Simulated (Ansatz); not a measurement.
## From HSE06 to G0W0: Si3N4 (Fd-3m)

Symmetry: Fd-3m, No. 227, cubic system. Conventional cell: a = 7.787 Å, b = 7.787 Å, c = 7.787 Å, α = 90.00°, β = 90.00°, γ = 90.00°. Nearest to Si lie 6 N at 1.89 Å. Nearest to Si lie 4 N at 1.79 Å. Nearest to N lie 4 Si at 1.79 to 1.89 Å. Farther neighbours and most contacts between anions are not listed.

```yaml
method: G0W0 on HSE06, plane waves, PAW; PAW set soft_1 (and 1 further level or step)
program: Ansatz 0.2.0
settings_of_one_run: cutoff 420 eV, 4×4×4 k-mesh, PAW set soft 1, empty bands 647, screening cutoff 180 eV, screening contour deformation, QP bands (v4, c4)
cost: 2 runs, 90 s in all on 1 × NVIDIA H100 80GB HBM3 (shared by 6 runs) with 3 threads of AMD EPYC 7R13 (Zen 3), shared host (the runs of this entry)
notes: In doubt: masses and optical values from hybrid runs of this build are listed as unsure (in some of the runs), which bears on the screening that GW takes from such a start. The cell and positions are those that the Materials Project relaxed with its own functionals (PBE, PBE+U or r2SCAN), kept fixed. This is not the form that Si3N4 usually takes at ambient conditions. The differences hold parts that these runs do not separate: finite bands, cutoffs and mesh, points of the zone that were not corrected, the start of G0W0, spin-orbit coupling missing from it, static nuclei, no electron-hole attraction, a cell that is not a measured one, and what each experiment reads as the gap. How much each gives is not known from the steps shown.
hse06_gap_over_mesh_and_listed_points: 4.648 eV, from k = (0.000, 0.167, -0.167) to k = Γ
g0w0_hse06_gap_over_all_8_irreducible_mesh_points: 5.297 eV, from k = (0.000, 0.250, -0.250) to k = Γ
gw_settings: 4×4×4 mesh, 647 empty bands, screening to 180 eV, PAW set soft_1 files
known_limits: finite bands, screening cutoff and k mesh; no spin-orbit coupling in G0W0
```

Over all 8 irreducible mesh points the G0W0 gap is 5.297 eV, from k = (0.000, 0.250, -0.250) to k = Γ. The HSE06 gap of this run on the mesh is 4.677 eV. The two states that bound the G0W0 gap lie that far apart at the start, so the correction of the gap is 5.297 − 4.677 = +0.620 eV. The valence state moves by 9.762 − 10.059 = −0.297 eV and the conduction state by 15.059 − 14.736 = +0.323 eV, on the run's own scale; how far single levels stand from their limit in bands is not shown.

**Quasiparticle gap of Si3N4 (Fd-3m)**

Symmetry: Fd-3m, No. 227, cubic system. Conventional cell: a = 7.787 Å, b = 7.787 Å, c = 7.787 Å, α = 90.00°, β = 90.00°, γ = 90.00°. Si has 6 N at 1.89 Å nearest. Si has 4 N at 1.79 Å nearest. Nearest to N lie 4 Si at 1.79 to 1.89 Å. Farther neighbours and most contacts between anions are not listed.

```yaml
method: DFT, PBE, plane waves, PAW; PAW set soft_1 (and 1 further level or step)
program: Ansatz 0.2.0
settings_of_one_run: cutoff 420 eV, 6×6×6 k-mesh, smearing width 0.02 eV, PAW set soft 1
cost: 2 runs, 43 s in all on 1 × NVIDIA H100 80GB HBM3 (shared by 6 runs) with 3 threads of AMD EPYC 7R13 (Zen 3), shared host (the runs of this entry)
notes: The cell and positions are those that the Materials Project relaxed with its own functionals (PBE, PBE+U or r2SCAN), kept fixed. This is not the form that Si3N4 usually takes at ambient conditions. From 138 bands and 54 eV to 679 bands and 180 eV the gap moves by 4.752 − 4.330 = +0.422 eV (rung by rung 4.330, 4.560, 4.752 eV); bands and screening cutoff rise together, so their parts are not told apart. A line in one over the bands through the two highest rungs gives 4.752 + (4.752 − 4.560) × 332 / (679 − 332) = 4.936 eV, and through the pair below 4.560 + (4.560 − 4.330) × 138 / (332 − 138) = 4.724 eV. The two differ by 0.212 eV, not under the 0.030 eV asked, so the law does not hold well over these rungs and the limit is not known. With the 2×2×2 mesh in place of the 4×4×4 mesh and all else as in the G0W0@PBE row with 332 bands, the gap differs by 4.482 − 4.560 = −0.078 eV, and that of the start by 3.333 − 3.368 = −0.035 eV; an edge lies at another k point, so this need not be the shift of one pair of states. The differences hold parts that these runs do not separate: finite bands, cutoffs and mesh, points of the zone that were not corrected, the start of G0W0, spin-orbit coupling missing from it, static nuclei, no electron-hole attraction, a cell that is not a measured one, and what each experiment reads as the gap. How much each gives is not known from the steps shown.
pbe_gap_over_mesh_and_path: 3.341 eV, from k = (0.000, 0.167, -0.167) to k = Γ
g0w0_pbe_gap_over_all_8_irreducible_mesh_points: 4.752 eV, from k = (0.000, 0.250, -0.250) to k = Γ
gw_settings: 4×4×4 mesh, 647 empty bands, screening to 180 eV, PAW set soft_1 files
known_limits: finite bands, screening cutoff and k mesh; no spin-orbit coupling in G0W0
```

Over all 8 irreducible mesh points the G0W0 gap is 4.752 eV, from k = (0.000, 0.250, -0.250) to k = Γ. The PBE gap of this run on the mesh is 3.368 eV. The two states that bound the G0W0 gap lie that far apart at the start, so the correction of the gap is 4.752 − 3.368 = +1.384 eV. The valence state moves by 10.088 − 10.947 = −0.859 eV and the conduction state by 14.840 − 14.315 = +0.525 eV, on the run's own scale; with 138 bands the edge states move by +0.037 and +0.999 eV, so the split between the edges depends on the bands and cutoff.

[Paths, hosts, dates, memory and timing lines, banners, echoed tables and standing remarks are left out of the program output.]

[Logs are printed without paths, hosts, clocks, repeated set-up lines and the standing remarks that a program may print on its own settings, such as how far it seeks lower states.]

[Runs of the session that timed out or met a known fault of the program may be left out.]

[Cells called generated may have been cut or substituted from an entry of the Crystallography Open Database or the Materials Project.]

[Hosts, paths, dates, database ids (printed as entryN), source tags and the programs' standing remarks are cut or masked in the printed files.]
